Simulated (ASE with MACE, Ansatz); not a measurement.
# Generalised stacking fault on (111) of Cu: energy against slip along <112>

How much energy does it take to slide one half of the crystal over the other along this direction, and where is the resistance greatest?

Calculated with Ansatz 0.2.0: Kohn-Sham DFT, PBE, PAW (set soft_2), plane waves; cutoff 420 eV, k-mesh 12×12×1, fermi-dirac smearing of 0.1 eV. At each slip the atoms were relaxed along the normal alone with PBE, from a start eased by a machine-learned potential, then solved with PBE, r2SCAN and PBEsol. Cutoffs: 420 eV for PBE and PBEsol; 500 eV for r2SCAN.

**The cell**

The cell holds 12 atoms: 12 Cu. Its edges and angles: a = 2.570 Å, b = 2.570 Å, c = 25.184 Å, α = 90.0°, β = 90.0°, γ = 120.0°. It derives from Cu. The starting structure: 48 atoms of Cu, stacked on (1 1 1); one fault a cell: the periodic image above is shifted rigidly by 0.000 Å along the in-plane vector of length 4.452 Å (<112> type); atoms relaxed along the normal alone with the MACE-MP-0b2 potential. Lattice constants are starting values near those of PBE. Folded to one surface cell (a quarter of the atoms). This is the unshifted member, which holds no fault.

The input of the single point at a slip of 0.297 Å:

```yaml
crystal:
  lattice:
    - [2.57034, 0.0, 0.0]
    - [-1.28516, 2.22598, 0.0]
    - [0.25703, -0.1484, 25.18402]
  atoms:
    - { symbol: Cu, position: [0.98674, 0.01326, 0.19888] }
    - { symbol: Cu, position: [0.31454, 0.68546, 0.28189] }
    - { symbol: Cu, position: [0.64232, 0.35768, 0.3652] }
    - { symbol: Cu, position: [0.9701, 0.0299, 0.44854] }
    [... 6 atom lines left out ...]
    - { symbol: Cu, position: [0.26454, 0.73546, 0.03186] }
    - { symbol: Cu, position: [0.59234, 0.40766, 0.11487] }
kpoints:
  mp_grid: { grid: [12, 12, 1] }
hamiltonian:
  xc: pbe
scf:
  occupations: { method: fermi_dirac, width: 0.1 }
output:
  forces: true
  stress: true
  populations: true
  dos:
    method: { smearing: { sigma: 0.08 } }
    de: 0.1
    projected: { site_lists: { Cu: [Cu] } }
  eigenvalues: true
  write_density: true
  write_potential: true
  volumetric_format: npy
```

**Fault energy**

Free energy less that of the unshifted cell, over the area of 5.72 Å², in mJ/m²:

| slip (Å) | share of the vector | PBE | r2SCAN | PBEsol | gain on relaxing in DFT, from the eased start (mJ/m²) |
| --- | --- | --- | --- | --- | --- |
| 0.000 | 0.000 | 0 | 0 | 0 | 0 |
| 0.148 | 0.033 | 20 | 19 | 20 | 0 |
| 0.297 | 0.067 | 67 | 64 | 64 | 0 |
| 0.445 | 0.100 | 117 | 111 | 111 | 2 |
| 0.594 | 0.133 | 156 | 149 | 149 | 3 |

Worked for the highest row at PBE: (-79502.0772) − (-79502.1329) = 0.0557 eV; over 5.72 Å², times 16022, gives 156 mJ/m².

**Findings**

With PBE the highest energy among the slips run is 156 mJ/m², at 0.59 Å, the last one run, so the top of the curve may lie beyond. The steepest rise among the rows up to the first local maximum that they show, between 0.30 and 0.45 Å, is 3.4 GPa, the slope of a chord between sampled slips; the true steepest slope can be larger. At the highest row the other levels give 149 (r2SCAN) and 149 (PBEsol) mJ/m².

Limits: The cell's length along the normal is held and atoms can't move in the plane, so the energies are upper bounds on a freely relaxed path. The cell tilts with the slip and its k-mesh tilts with it, which can add an error that grows with the slip. Faults repeat every 25 Å along the normal. The lattice constant is the typed one for every functional. These are free energies under a smearing of 0.1 eV, whose entropy term isn't removed. In some runs the program notes that the atoms just miss a symmetry operation.

[Logs are printed without paths, hosts, clocks, repeated set-up lines and the standing remarks that a program may print on its own settings, such as how far it seeks lower states.]

[Hosts, paths, dates, database ids (printed as entryN), source tags and the programs' standing remarks are cut or masked in the printed files.]
